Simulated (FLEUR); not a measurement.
## Anisotropy of FePt (volume factor 1.04 on the database's cell) with FLEUR

One state of FePt (volume factor 1.04 on the database's cell) is converged without symmetry. Force theorems then give its anisotropy.

Main program and level: FLEUR MaX-R8.1; PBE; all-electron FLAPW, Dirac cores, scalar-relativistic bands.

Most raw output is cut from this account.

## (1) The starting structure

It takes space group P4/mmm (No. 123, tetragonal). The conventional cell has a = 2.759 Å, b = 2.759 Å, c = 3.769 Å, α = 90.00°, β = 90.00°, γ = 90.00°. Fe has 8 Pt at 2.71 Å and 4 Fe at 2.76 Å nearest. Nearest to Pt lie 8 Fe at 2.71 Å and 4 Pt at 2.76 Å. Farther neighbours are not listed.

The cell is strained on purpose: volume factor 1.04 on the database's cell.

## (2) Reference state

The force theorems are single passes in this state's potential, so it has to be converged first.

No symmetry is used, so that later steps may turn the spins freely; k and −k are joined. inpgen writes inp.xml from crystal.txt; cutoffs, mixing, functional, smearing and local orbitals are then set in the file. The k list scf (kpts.xml, not shown) is a Γ-centred 10×10×10 mesh; where the ranks do not divide the number of points, some are split in two of half the weight.

Contents of inp.xml:

```
<?xml version="1.0" encoding="UTF-8" standalone="no"?>
<fleurInput fleurInputVersion="0.39">
   <comment>
      FePt
   </comment>
   <calculationSetup>
      <cutoffs Kmax="3.6" Gmax="10.8" GmaxXC="10.8" numbands="0"/>
      <scfLoop itmax="110" minDistance="0.00002" maxIterBroyd="15" imix="Anderson" alpha="0.05" precondParam="0.0" spinf="2.0" sdNocoIR="T"/>
      <coreElectrons ctail="F" frcor="F" kcrel="0" coretail_lmax="0"/>
      <xcFunctional name="pbe" relativisticCorrections="F"/>
      <magnetism jspins="2" l_noco="F" l_ss="F">
         <qss>0.0 0.0 0.0</qss>
         <mtNocoParams l_mperp="F" l_mtNocoPot="F" l_relaxSQA="F" mag_mixing_scheme="0" mix_RelaxWeightOffD="1.0" l_constrained="F" mix_constr="1.0"/>
         <sourceFreeMag l_sourceFree="F" l_scaleMag="F" mag_scale="1.0"/>
      </magnetism>
      <soc l_soc="F" theta="0.0" phi="0.0" spav="F"/>
      <expertModes spex="0" secvar="F"/>
      <geometryOptimization l_f="F" forcealpha="1.0" forcemix="BFGS" epsdisp="0.00001" epsforce="0.00001"/>
      <ldaU l_linMix="F" mixParam="0.05" spinf="1.0"/>
   </calculationSetup>
   <cell>
      <bzIntegration valenceElectrons="32.0" mode="hist" fermiSmearingEnergy="0.00183747">
         <kPointListSelection listName="scf"/>
         <xi:include xmlns:xi="http://www.w3.org/2001/XInclude" href="kpts.xml"> </xi:include>
      </bzIntegration>
      <xi:include xmlns:xi="http://www.w3.org/2001/XInclude" href="sym.xml"> </xi:include>
      <bulkLattice scale="1.0">
         <bravaisMatrix>
            <row-1>    5.2143962043523588     0.0000000000000000     0.0000000000000000</row-1>
            <row-2>    0.0000000000000000     5.2143962043523588     0.0000000000000000</row-2>
            <row-3>    0.0000000000000000     0.0000000000000000     7.1222889086950207</row-3>
         </bravaisMatrix>
      </bulkLattice>
   </cell>
   <atomSpecies>
      <species name="Iron (Fe) 2.800" element="Fe" atomicNumber="26">
         <mtSphere radius="2.5" gridPoints="827" logIncrement="0.015"/>
         <atomicCutoffs lmax="10" lnonsphr="8"/>
         <electronConfig flipSpins="F">
            <coreConfig>(1s1/2) (2s1/2) (2p1/2) (2p3/2)</coreConfig>
            <valenceConfig>(3s1/2) (3p1/2) (3p3/2) (4s1/2) (3d3/2) (3d5/2)</valenceConfig>
            <stateOccupation state="(3d3/2)" spinUp="1.4" spinDown="1.0"/>
            <stateOccupation state="(3d5/2)" spinUp="3.0" spinDown="0.6"/>
         </electronConfig>
         <energyParameters s="4" p="4" d="3" f="4"/>
         <lo type="SCLO" l="0" n="3" eDeriv="0"/>
         <lo type="SCLO" l="1" n="3" eDeriv="0"/>
      </species>
      <species name="Platinum (Pt)" element="Pt" atomicNumber="78">
         <mtSphere radius="2.5" gridPoints="827" logIncrement="0.016"/>
         <atomicCutoffs lmax="10" lnonsphr="8"/>
         <electronConfig flipSpins="F">
            <coreConfig>(1s1/2) (2s1/2) (2p1/2) (2p3/2) (3s1/2) (3p1/2) (3p3/2) (4s1/2) (3d3/2) (3d5/2) (4p1/2) (4p3/2) (5s1/2) (4d3/2) (4d5/2) (4f5/2) (4f7/2)</coreConfig>
            <valenceConfig>(5p1/2) (5p3/2) (6s1/2) (5d3/2) (5d5/2)</valenceConfig>
            <stateOccupation state="(6s1/2)" spinUp="0.500000" spinDown="0.500000"/>
            <stateOccupation state="(5d3/2)" spinUp="1.800000" spinDown="1.800000"/>
            <stateOccupation state="(5d5/2)" spinUp="2.700000" spinDown="2.700000"/>
         </electronConfig>
         <energyParameters s="6" p="6" d="5" f="5"/>
         <lo type="SCLO" l="1" n="5" eDeriv="0"/>
      </species>
   </atomSpecies>
   <atomGroups>
      <atomGroup species="Iron (Fe) 2.800">
         <relPos label="                   1">.0000000000 .0000000000 .0000000000</relPos>
         <force calculate="T" relaxXYZ="TTT"/>
         <nocoParams  alpha="0.0" beta="0.0"/>
      </atomGroup>
      <atomGroup species="Platinum (Pt)">
         <relPos label="                   2">1.000/2.000 1.000/2.000 1.000/2.000</relPos>
         <force calculate="T" relaxXYZ="TTT"/>
         <nocoParams  alpha="0.0" beta="0.0"/>
      </atomGroup>
   </atomGroups>
   <output dos="F" band="F" slice="F">
      <bandDOS minEnergy="-.5*Htr" maxEnergy="0.5*Htr" sigma="0.015" storeEVData="T"/>
      <plotting iplot="0" polar="F">
         <plot TwoD="T" vec1="  1.0  0.0  0.0" vec2="  0.0  1.0  0.0" vec3="  0.0  0.0  1.0" zero="  0.0  0.0  0.0" file="plot"/>
      </plotting>
      <moessbauerParams electricFieldGradient="F" isomerShift="F" coreHyperfine="F" valenceHyperfine="F"/>
   </output>
</fleurInput>
```

Contents of crystal.txt:

```
FePt
&input film=F cartesian=F /
2.75933964000  0.00000000000  0.00000000000
0.00000000000  2.75933964000  0.00000000000
0.00000000000  0.00000000000  3.76895298000
1.8897261246
1.0 1.0 1.0

2
26 0.00000000000  0.00000000000  0.00000000000 : 2.800
78 0.50000000000  0.50000000000  0.50000000000

&kpt div1=10 div2=10 div3=10 gamma=T /
```

Command:

```console
$ OMP_NUM_THREADS=1 inpgen -f crystal.txt -nosym -noco > inpgen.log  # inp.xml is then edited as shown
$ OMP_NUM_THREADS=1 mpirun -n 4 fleur_MPI > fleur.log
```

It took 4.6 min on 4 MPI ranks of Arm Neoverse V1, shared host; peak memory 0.62 GiB.

Numbers from this step:

- free energy: -536596.2894 eV
- program's band gap on this mesh (in a metal only a level spacing): 5.69e-4 eV
- magnetization: 3.381 μB
- final state: ferromagnetic
- largest moment: 3.052 μB

After 25 cycles the largest moment stands at 3.05 μB.

## (3) Energy against the direction of the moments, rung 1

Anisotropy is a small difference, so it is taken from sums over occupied states at a frozen potential, where most errors cancel.

One pass with spin–orbit coupling for each direction, from the saved density. Inversion lets half of the mesh serve, which the program's warning doesn't know. The k list mae (kpts.xml, not shown) is a Γ-centred 14×14×10 mesh.

Changes to inp.xml since step 2:

```diff
@@ -6,4 +6,4 @@
    <calculationSetup>
-      <cutoffs Kmax="3.6" Gmax="10.8" GmaxXC="10.8" numbands="0"/>
-      <scfLoop itmax="110" minDistance="0.00002" maxIterBroyd="15" imix="Anderson" alpha="0.05" precondParam="0.0" spinf="2.0" sdNocoIR="T"/>
+      <cutoffs Kmax="3.6" Gmax="10.8" GmaxXC="10.8" numbands="72"/>
+      <scfLoop itmax="1" minDistance="0.00002" maxIterBroyd="15" imix="Anderson" alpha="0.05" precondParam="0.0" spinf="2.0" sdNocoIR="T"/>
       <coreElectrons ctail="F" frcor="F" kcrel="0" coretail_lmax="0"/>
@@ -15,3 +15,3 @@
       </magnetism>
-      <soc l_soc="F" theta="0.0" phi="0.0" spav="F"/>
+      <soc l_soc="T" theta="0.0" phi="0.0" spav="F"/>
       <expertModes spex="0" secvar="F"/>
@@ -22,3 +22,3 @@
       <bzIntegration valenceElectrons="32.0" mode="hist" fermiSmearingEnergy="0.00183747">
-         <kPointListSelection listName="scf"/>
+         <kPointListSelection listName="mae"/>
          <xi:include xmlns:xi="http://www.w3.org/2001/XInclude" href="kpts.xml"> </xi:include>
@@ -81,2 +81,5 @@
    </output>
+   <forceTheorem>
+      <MAE theta="0.0 1.5707963 1.5707963 0.7853982" phi="0.0 0.0 0.7853982 0.0"/>
+   </forceTheorem>
 </fleurInput>
```

Command:

```console
$ OMP_NUM_THREADS=1 mpirun -n 4 fleur_MPI -warn_only > fleur.log
```

Wall time 1.7 min (4 MPI ranks); peak memory 1.1 GiB; 6.9 min of CPU time.

Anisotropy energies, by row:

```
                              axis       x       y       z  band energy less the first axis' (meV a cell)
                             [001]       0       0       1                                              0
                             [100]       1       0       0                                          2.194
                             [110]  0.7071  0.7071       0                                          2.163
45 degrees from [001] toward [100]  0.7071       0  0.7071                                          1.074
```

Indices are those of the standard conventional cell; x, y, z give the same directions in the axes of the input.

## (4) Anisotropy by the force theorem, rung 2

A second rung shows how far the first can be trusted.

The k list mae (kpts.xml, not shown) is a Γ-centred 20×20×15 mesh.

inp.xml is that of step 3.

It took 5.2 min on 4 MPI ranks; peak memory 2.7 GiB; 21 min of CPU time.

Anisotropy energies, by row:

```
                              axis       x       y       z  band energy less the first axis' (meV a cell)
                             [001]       0       0       1                                              0
                             [100]       1       0       0                                          2.164
                             [110]  0.7071  0.7071       0                                          2.142
45 degrees from [001] toward [100]  0.7071       0  0.7071                                          1.064
```

## (5) Spin–orbit coupling, moments along [001]

Spin–orbit coupling ties the spins to the lattice and lets orbital moments form.

A new self-consistent run of the start ferro +, with the moments along z. The k list default-1 (kpts.xml, not shown) is a Γ-centred 20×20×15 mesh.

Changes to inp.xml since step 2:

```diff
@@ -6,12 +6,8 @@
    <calculationSetup>
-      <cutoffs Kmax="3.6" Gmax="10.8" GmaxXC="10.8" numbands="0"/>
+      <cutoffs Kmax="3.6" Gmax="10.8" GmaxXC="10.8" numbands="72"/>
       <scfLoop itmax="110" minDistance="0.00002" maxIterBroyd="15" imix="Anderson" alpha="0.05" precondParam="0.0" spinf="2.0" sdNocoIR="T"/>
-      <coreElectrons ctail="F" frcor="F" kcrel="0" coretail_lmax="0"/>
+      <coreElectrons ctail="T" frcor="F" kcrel="0" coretail_lmax="0"/>
       <xcFunctional name="pbe" relativisticCorrections="F"/>
-      <magnetism jspins="2" l_noco="F" l_ss="F">
-         <qss>0.0 0.0 0.0</qss>
-         <mtNocoParams l_mperp="F" l_mtNocoPot="F" l_relaxSQA="F" mag_mixing_scheme="0" mix_RelaxWeightOffD="1.0" l_constrained="F" mix_constr="1.0"/>
-         <sourceFreeMag l_sourceFree="F" l_scaleMag="F" mag_scale="1.0"/>
-      </magnetism>
-      <soc l_soc="F" theta="0.0" phi="0.0" spav="F"/>
+      <magnetism jspins="2"/>
+      <soc l_soc="T" theta="0.0" phi="0.0" spav="F"/>
       <expertModes spex="0" secvar="F"/>
@@ -22,3 +18,3 @@
       <bzIntegration valenceElectrons="32.0" mode="hist" fermiSmearingEnergy="0.00183747">
-         <kPointListSelection listName="scf"/>
+         <kPointListSelection listName="default-1"/>
          <xi:include xmlns:xi="http://www.w3.org/2001/XInclude" href="kpts.xml"> </xi:include>
@@ -66,3 +62,2 @@
          <force calculate="T" relaxXYZ="TTT"/>
-         <nocoParams  alpha="0.0" beta="0.0"/>
       </atomGroup>
@@ -71,3 +66,2 @@
          <force calculate="T" relaxXYZ="TTT"/>
-         <nocoParams  alpha="0.0" beta="0.0"/>
       </atomGroup>
```

Changes to crystal.txt since step 2:

```diff
@@ -12,2 +12,3 @@
 
-&kpt div1=10 div2=10 div3=10 gamma=T /
+&soc 0.0000000 0.0000000 /
+&kpt div1=20 div2=20 div3=15 gamma=T /
```

Command:

```console
$ OMP_NUM_THREADS=1 inpgen -f crystal.txt > inpgen.log  # inp.xml is then edited as shown
$ OMP_NUM_THREADS=1 mpirun -n 4 fleur_MPI > fleur.log
```

The job ended after 10 min (4 MPI ranks; peak memory 0.9 GiB).

Read from the output:

```yaml
free_energy: -536597.5013 eV
program_s_band_gap_on_this_mesh_in_a_metal_only_a_level_spacing: 0 eV
magnetization: 3.324 μB
final_state: ferromagnetic
largest_moment: 3.023 μB
orbital_moment_along_the_spin: 0.06693 μB
```

Orbital moment in the sphere, along the spin axis by atom:

```
atom  orbital moment in the sphere, along the spin axis (μB)
 Fe1                                                  0.0669
 Pt2                                                  0.0522
```

## (6) Summary of results

```json
{
 "reference state": "ferromagnetic",
 "largest sphere moment": "3.05 μB",
 "easy direction of those tried": "[001]",
 "energy along [100] less [001], force theorem": "2.16 meV a primitive cell",
 "orbital moment on the atom of largest spin, along its spin (spin–orbit run)": "0.0669 μB"
}
```

**Reading.** By the force theorem the moments prefer [001]; shape anisotropy is not in it. The difference for the second direction goes from 2.2 meV (mesh 14×14×10, 72 states, 6.9 min of CPU time) to 2.2 meV (mesh 20×20×15, 72 states, 21 min). The orbital moment is parallel to the spin. The state was typed, and no other order was converged beside it, so it need not be the ground state.

[Logs and program files are shortened in this print: banners, set-up blocks, solver, clock and traceback lines can be left out without a mark of their own.]

[Logs are printed without paths, hosts, clocks, repeated set-up lines and the standing remarks that a program may print on its own settings, such as how far it seeks lower states.]

[Hosts, paths, dates, database ids (printed as entryN), source tags and the programs' standing remarks are cut or masked in the printed files.]

[Where a cell is said to come from a database of computed structures, the database is the Materials Project.]
